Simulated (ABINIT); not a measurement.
# A GW chain in ABINIT: TiO2 (Pbcn)

How does a plane-wave GW calculation on TiO2 (Pbcn) run from the first input to the gap?

Program: ABINIT 10.8.3. Level of theory: LDA and many-body steps on it, plane waves. Results are calculated unless marked as measured.

This is a report of a sequence of runs, with most program output left out.

## (1) The starting structure

It takes space group Pbcn (No. 60, orthorhombic). Conventional cell: a = 4.545 Å, b = 5.520 Å, c = 4.909 Å, α = 90.00°, β = 90.00°, γ = 90.00°. Ti has 6 O at 1.88 to 2.09 Å nearest. O has 3 Ti at 1.88 to 2.09 Å nearest. Farther neighbours and most contacts between anions are not listed.

The cell and positions are those that the Materials Project relaxed with its own functionals (PBE, PBE+U or r2SCAN), kept fixed. This is not the form that TiO2 usually takes at ambient conditions.

## (2) Ground state

This step: ABINIT 10.8.3; DFT, LDA, plane waves, norm-conserving pseudopotentials.

The ground-state density comes first.

The input, run.abi:

```
acell 3*1.0 Angstrom
rprim 
  4.545349550000 0.000000000000 0.000000000000
  0.000000000000 5.519619440000 0.000000000000
  0.000000000000 0.000000000000 4.909196860000
ntypat 2
znucl 22 8
natom 12
typat 1 1 1 1 2 2 2 2 2 2 2 2
xred 
  0.500000000000 0.672990930000 0.750000000000
  0.000000000000 0.827009070000 0.250000000000
  0.500000000000 0.327009070000 0.250000000000
  0.000000000000 0.172990930000 0.750000000000
  0.728549380000 0.618275360000 0.081350920000
  0.228549380000 0.881724640000 0.918649080000
  0.771450620000 0.881724640000 0.581350920000
  0.271450620000 0.618275360000 0.418649080000
  0.728549380000 0.381724640000 0.581350920000
  0.228549380000 0.118275360000 0.418649080000
  0.771450620000 0.118275360000 0.081350920000
  0.271450620000 0.381724640000 0.918649080000
pp_dirpath "pseudos"
pseudos "Ti.upf, O.upf"
ecut 38
ngkpt 4 4 4
nshiftk 1
shiftk 0 0 0
kptopt 1
chksymbreak 0
nband 58
occopt 1
tolvrs 1e-08
nstep 60
prtwf 0
optforces 0
optstress 0
indata_prefix "in"
outdata_prefix "out"
tmpdata_prefix "tmp"
```

Command:

```bash
OMP_NUM_THREADS=1 mpirun -n 4 abinit run.abi > log
```

Elapsed: 4.2 min, on 4 MPI ranks of Arm Neoverse V1, shared host; peak memory 0.58 GiB.

This step gave:

```
total energy               : -10073.5257 eV
gap                        : 2.560 eV
k of the valence top       : 0, 0, 0
k of the conduction bottom : 0, 0, 0.5
least direct gap           : 2.631 eV
```

The gap is indirect, with the least direct gap 0.07 eV higher.

## (3) Bands along the symmetry lines

The cheap functional maps the bands first; the places of the edges decide which points the dearer methods must see.

run.abi, as its differences from that of step 2:

```diff
@@ -25,14 +25,66 @@
 ecut 38
-ngkpt 4 4 4
-nshiftk 1
-shiftk 0 0 0
-kptopt 1
-chksymbreak 0
-nband 58
-occopt 1
-tolvrs 1e-08
-nstep 60
+iscf -2
+irdden 1
+kptopt 0
+nkpt 52
+kpt 
+  0.00000000 0.00000000 0.00000000
+  0.12500000 0.00000000 0.00000000
+  0.25000000 0.00000000 0.00000000
+  0.37500000 0.00000000 0.00000000
+  0.50000000 0.00000000 0.00000000
+  0.50000000 0.12500000 0.00000000
+  0.50000000 0.25000000 0.00000000
+  0.50000000 0.37500000 0.00000000
+  0.50000000 0.50000000 0.00000000
+  0.37500000 0.50000000 0.00000000
+  0.25000000 0.50000000 0.00000000
+  0.12500000 0.50000000 0.00000000
+  0.00000000 0.50000000 0.00000000
+  0.00000000 0.37500000 0.00000000
+  0.00000000 0.25000000 0.00000000
+  0.00000000 0.12500000 0.00000000
+  0.00000000 0.00000000 0.00000000
+  0.00000000 0.00000000 0.12500000
+  0.00000000 0.00000000 0.25000000
+  0.00000000 0.00000000 0.37500000
+  0.00000000 0.00000000 0.50000000
+  0.12500000 0.00000000 0.50000000
+  0.25000000 0.00000000 0.50000000
+  0.37500000 0.00000000 0.50000000
+  0.50000000 0.00000000 0.50000000
+  0.50000000 0.12500000 0.50000000
+  0.50000000 0.25000000 0.50000000
+  0.50000000 0.37500000 0.50000000
+  0.50000000 0.50000000 0.50000000
+  0.37500000 0.50000000 0.50000000
+  0.25000000 0.50000000 0.50000000
+  0.12500000 0.50000000 0.50000000
+  0.00000000 0.50000000 0.50000000
+  0.00000000 0.37500000 0.50000000
+  0.00000000 0.25000000 0.50000000
+  0.00000000 0.12500000 0.50000000
+  0.00000000 0.00000000 0.50000000
+  0.50000000 0.00000000 0.00000000
+  0.50000000 0.00000000 0.12500000
+  0.50000000 0.00000000 0.25000000
+  0.50000000 0.00000000 0.37500000
+  0.50000000 0.00000000 0.50000000
+  0.00000000 0.50000000 0.00000000
+  0.00000000 0.50000000 0.12500000
+  0.00000000 0.50000000 0.25000000
+  0.00000000 0.50000000 0.37500000
+  0.00000000 0.50000000 0.50000000
+  0.50000000 0.50000000 0.00000000
+  0.50000000 0.50000000 0.12500000
+  0.50000000 0.50000000 0.25000000
+  0.50000000 0.50000000 0.37500000
+  0.50000000 0.50000000 0.50000000
+istwfk *1
+nband 63
+nbdbuf 10
+tolwfr 1e-07
+nstep 50
 prtwf 0
-optforces 0
-optstress 0
+prtvol 0
 indata_prefix "in"
```

Elapsed: 4.5 min, on 4 MPI ranks; peak memory 0.78 GiB; 18 min of CPU time.

Numbers from this step:

| Property | Result |
| --- | --- |
| gap | 2.560 eV |
| k of the valence top | 0, 0, 0 |
| k of the conduction bottom | 0, 0, 0.5 |
| least direct gap | 2.631 eV |

The gap is 2.560 eV, as in the run before at this level.

The electronic bands at the labelled points (eV, zero at the top of the highest filled band):

| point | band 45 | band 46 | band 47 | band 48 | band 49 | band 50 | band 51 | band 52 |
| --- | --- | --- | --- | --- | --- | --- | --- | --- |
| Γ | -0.54 | -0.43 | -0.03 | 0.00 | 2.63 | 2.64 | 2.78 | 2.78 |
| halfway | -0.71 | -0.55 | -0.39 | -0.14 | 2.73 | 2.81 | 2.83 | 3.10 |
| X | -0.51 | -0.51 | -0.26 | -0.26 | 3.06 | 3.06 | 3.20 | 3.20 |
| halfway | -0.76 | -0.76 | -0.25 | -0.25 | 2.98 | 2.98 | 3.17 | 3.17 |
| S | -0.56 | -0.56 | -0.36 | -0.36 | 2.92 | 2.92 | 2.94 | 2.94 |
| halfway | -0.74 | -0.74 | -0.48 | -0.48 | 2.77 | 2.77 | 3.00 | 3.00 |
| Y | -1.22 | -1.22 | -0.15 | -0.15 | 2.75 | 2.75 | 3.19 | 3.19 |
| halfway | -0.88 | -0.65 | -0.11 | -0.06 | 2.66 | 2.76 | 2.83 | 3.00 |
| Γ | -0.54 | -0.43 | -0.03 | 0.00 | 2.63 | 2.64 | 2.78 | 2.78 |
| halfway | -0.78 | -0.32 | -0.23 | -0.11 | 2.71 | 2.76 | 2.81 | 2.82 |
| Z | -0.46 | -0.46 | -0.31 | -0.31 | 2.56 | 2.56 | 3.00 | 3.00 |
| halfway | -0.63 | -0.63 | -0.31 | -0.31 | 2.81 | 2.81 | 3.01 | 3.01 |
| U | -0.50 | -0.50 | -0.50 | -0.50 | 2.95 | 2.95 | 2.95 | 2.95 |
| halfway | -0.66 | -0.66 | -0.66 | -0.66 | 2.95 | 2.95 | 2.95 | 2.95 |
| R | -0.82 | -0.82 | -0.82 | -0.82 | 2.95 | 2.95 | 2.95 | 2.95 |
| halfway | -1.02 | -1.02 | -0.36 | -0.36 | 2.74 | 2.74 | 3.10 | 3.10 |
| T | -0.46 | -0.46 | -0.46 | -0.46 | 2.87 | 2.87 | 2.87 | 2.87 |
| halfway | -0.47 | -0.47 | -0.34 | -0.34 | 2.68 | 2.68 | 2.94 | 2.94 |
| Z | -0.46 | -0.46 | -0.31 | -0.31 | 2.56 | 2.56 | 3.00 | 3.00 |
| jump to X | -0.51 | -0.51 | -0.26 | -0.26 | 3.06 | 3.06 | 3.20 | 3.20 |
| halfway | -0.53 | -0.53 | -0.50 | -0.50 | 2.87 | 2.87 | 3.18 | 3.18 |
| U | -0.50 | -0.50 | -0.50 | -0.50 | 2.95 | 2.95 | 2.95 | 2.95 |
| jump to Y | -1.22 | -1.22 | -0.15 | -0.15 | 2.75 | 2.75 | 3.19 | 3.19 |
| halfway | -0.93 | -0.93 | -0.26 | -0.26 | 2.70 | 2.70 | 3.03 | 3.03 |
| T | -0.46 | -0.46 | -0.46 | -0.46 | 2.87 | 2.87 | 2.87 | 2.87 |
| jump to S | -0.56 | -0.56 | -0.36 | -0.36 | 2.92 | 2.92 | 2.94 | 2.94 |

## (4) Empty states on the mesh, 2×2×2 mesh, 601 bands

The sums over transitions need many empty states on a uniform mesh; this step solves for them.

The input, run.abi:

```
acell 3*1.0 Angstrom
rprim 
  4.545349550000 0.000000000000 0.000000000000
  0.000000000000 5.519619440000 0.000000000000
  0.000000000000 0.000000000000 4.909196860000
ntypat 2
znucl 22 8
natom 12
typat 1 1 1 1 2 2 2 2 2 2 2 2
xred 
  0.500000000000 0.672990930000 0.750000000000
  0.000000000000 0.827009070000 0.250000000000
  0.500000000000 0.327009070000 0.250000000000
  0.000000000000 0.172990930000 0.750000000000
  0.728549380000 0.618275360000 0.081350920000
  0.228549380000 0.881724640000 0.918649080000
  0.771450620000 0.881724640000 0.581350920000
  0.271450620000 0.618275360000 0.418649080000
  0.728549380000 0.381724640000 0.581350920000
  0.228549380000 0.118275360000 0.418649080000
  0.771450620000 0.118275360000 0.081350920000
  0.271450620000 0.381724640000 0.918649080000
pp_dirpath "pseudos"
pseudos "Ti.upf, O.upf"
ecut 38
ngkpt 2 2 2
nshiftk 1
shiftk 0 0 0
kptopt 1
chksymbreak 0
iscf -2
irdden 1
istwfk *1
nband 601
nbdbuf 54
tolwfr 1e-09
nstep 60
prtvol 0
indata_prefix "in"
outdata_prefix "out"
tmpdata_prefix "tmp"
```

Elapsed: 19 min, on 4 MPI ranks; peak memory 1.1 GiB.

Numbers from this step:

* gap: 2.560 eV
* k of the valence top: 0, 0, 0
* k of the conduction bottom: 0, 0, 0.5
* least direct gap: 2.631 eV
* k points computed: 8
* lowest point of the top converged band, above the valence top: 134.7453 eV

On this mesh the gap is 2.560 eV.

## (5) Screening, 2×2×2 mesh, 547 bands, screening to 201.4 eV

The RPA dielectric matrix is built and inverted for each q.

This step: RPA screening on LDA, plane waves, norm-conserving pseudopotentials.

run.abi, as its differences from that of step 4:

```diff
@@ -30,10 +30,11 @@
 chksymbreak 0
-iscf -2
-irdden 1
 istwfk *1
-nband 601
-nbdbuf 54
-tolwfr 1e-09
-nstep 60
-prtvol 0
+occopt 1
+irdwfk 1
+optdriver 3
+nband 547
+ecuteps 7.4
+inclvkb 2
+awtr 1
+symchi 1
 indata_prefix "in"
```

It took 28 min on 4 MPI ranks; peak memory 12 GiB.

Numbers from this step:

```yaml
eps_infinity_with_local_fields_on_this_mesh_along_the_program_s_q_direction: 7.480
the_same_without_local_fields: 7.974
plasma_frequency: 32.78 eV
plane_waves_in_the_screening_matrix: 793
```

Local fields lower ε∞ by 6 %. On a Γ-centred mesh this coarse the value itself is usually too large, while a short band sum pulls it down.

## (6) Self-energy, 2×2×2 mesh, 547 bands, screening to 201.4 eV

The self-energy is evaluated for the states that the input lists, and the levels follow from it, in one-shot runs by the linearised quasiparticle equation.

This step: G0W0 on LDA, plane waves, norm-conserving pseudopotentials.

run.abi, as its differences from that of step 5:

```diff
@@ -33,8 +33,29 @@
 irdwfk 1
-optdriver 3
+optdriver 4
 nband 547
+gwcalctyp 0
+ecutsigx 38
+symsigma 1
+nkptgw 8
+kptgw 
+  0.0000000000 0.0000000000 0.0000000000
+  0.0000000000 0.0000000000 0.5000000000
+  0.5000000000 0.0000000000 0.0000000000
+  0.0000000000 0.5000000000 0.0000000000
+  0.5000000000 0.5000000000 0.0000000000
+  0.5000000000 0.0000000000 0.5000000000
+  0.0000000000 0.5000000000 0.5000000000
+  0.5000000000 0.5000000000 0.5000000000
+bdgw 
+  47 50
+  47 50
+  47 50
+  47 50
+  47 50
+  45 52
+  45 52
+  45 52
 ecuteps 7.4
-inclvkb 2
-awtr 1
-symchi 1
+irdscr 1
+ppmodel 1
 indata_prefix "in"
```

Wall time 24 min (4 MPI ranks); peak memory 11 GiB.

Numbers from this step:

```
G0W0 gap on the mesh                         : 4.112 eV
starting gap on the mesh                     : 2.560 eV
k of the valence top                         : 0, 0, 0
k of the conduction bottom                   : 0, 0, 0.5
Z at the valence top                         : 0.767
Z at the conduction bottom                   : 0.781
least direct G0W0 gap on the computed points : 4.258 eV
```

The gap on the mesh goes from 2.56 eV to 4.11 eV, a correction of +1.55 eV.

Limits: finite bands, cutoff and mesh; coarse k mesh. v1 is the top filled band, c1 the lowest empty one. Levels before and after the correction, in eV, zero at the valence-band top of each column:

|  | conduction bottom | valence top |
| --- | --- | --- |
| Kohn-Sham | 2.56 | 0.00 |
| G0W0 | 4.11 | 0.00 |

|  | level | energy (eV) |
| --- | --- | --- |
| Kohn-Sham | Γ v2 | -0.027 |
| Kohn-Sham | Γ v1 | 0.000 |
| Kohn-Sham | Γ c1 | 2.631 |
| Kohn-Sham | Γ c2 | 2.638 |
| Kohn-Sham | (0 0 0.5) v2-v1 | -0.313 |
| Kohn-Sham | (0 0 0.5) c1-c2 | 2.560 |
| G0W0 | Γ v2 | -0.038 |
| G0W0 | Γ v1 | 0.000 |
| G0W0 | Γ c1 | 4.258 |
| G0W0 | Γ c2 | 4.280 |
| G0W0 | (0 0 0.5) v2-v1 | -0.347 |
| G0W0 | (0 0 0.5) c1-c2 | 4.112 |

## (7) Where the time went

Times are wall times on 4 MPI ranks of Arm Neoverse V1, shared host, good to a factor of about two.

| step | time | share | memory (GiB) |
| --- | --- | --- | --- |
| ground state | 4.2 min | 5 % | 0.58 |
| bands along the symmetry lines | 4.5 min | 6 % | 0.78 |
| empty states on the mesh | 19 min | 24 % | 1.1 |
| screening | 28 min | 35 % | 12 |
| self-energy | 24 min | 30 % | 11 |

## (8) Summary of results

* LDA gap: 2.56 eV, indirect
* G0W0 gap on the mesh: 4.11 eV
* GW settings: 2×2×2 mesh, 547 bands, screening to 201.4 eV, Godby-Needs plasmon pole
* known limits: not at the basis limit; coarse k mesh

In words: G0W0 moves the gap on the mesh from 2.56 eV to 4.11 eV (+1.55 eV), with Z of 0.77 and 0.78 at the edges. Local fields lower the RPA ε∞ on this mesh from 7.97 to 7.48; a Γ-centred mesh this coarse tends to raise both, most where the direct gap is narrow, while a short band sum lowers them. Bands and cutoff are finite, so the gap is not at the basis limit. The miss can reach some tenths of an eV and take either sign; the mesh is an error of its own. The 2×2×2 mesh is coarse for this cell, which bears on the long-range parts of exchange and screening.

[Paths, hosts, dates, memory and timing lines, banners, echoed tables and standing remarks are left out of the program output.]

[Logs are printed without paths, hosts, clocks, repeated set-up lines and the standing remarks that a program may print on its own settings, such as how far it seeks lower states.]

[Runs of the session that timed out or met a known fault of the program may be left out.]

[Hosts, paths, dates, database ids (printed as entryN), source tags and the programs' standing remarks are cut or masked in the printed files.]

[G0W0 gaps are taken among the corrected bands and points alone; a level outside them can change the order at an edge.]

[Where Ansatz stands beside ABINIT at settings called matched, ABINIT's density can come from a denser mesh and the files from another edition; pairs whose starting gaps differed by over 0.03 eV were left out, so agreement reads better than it is.]
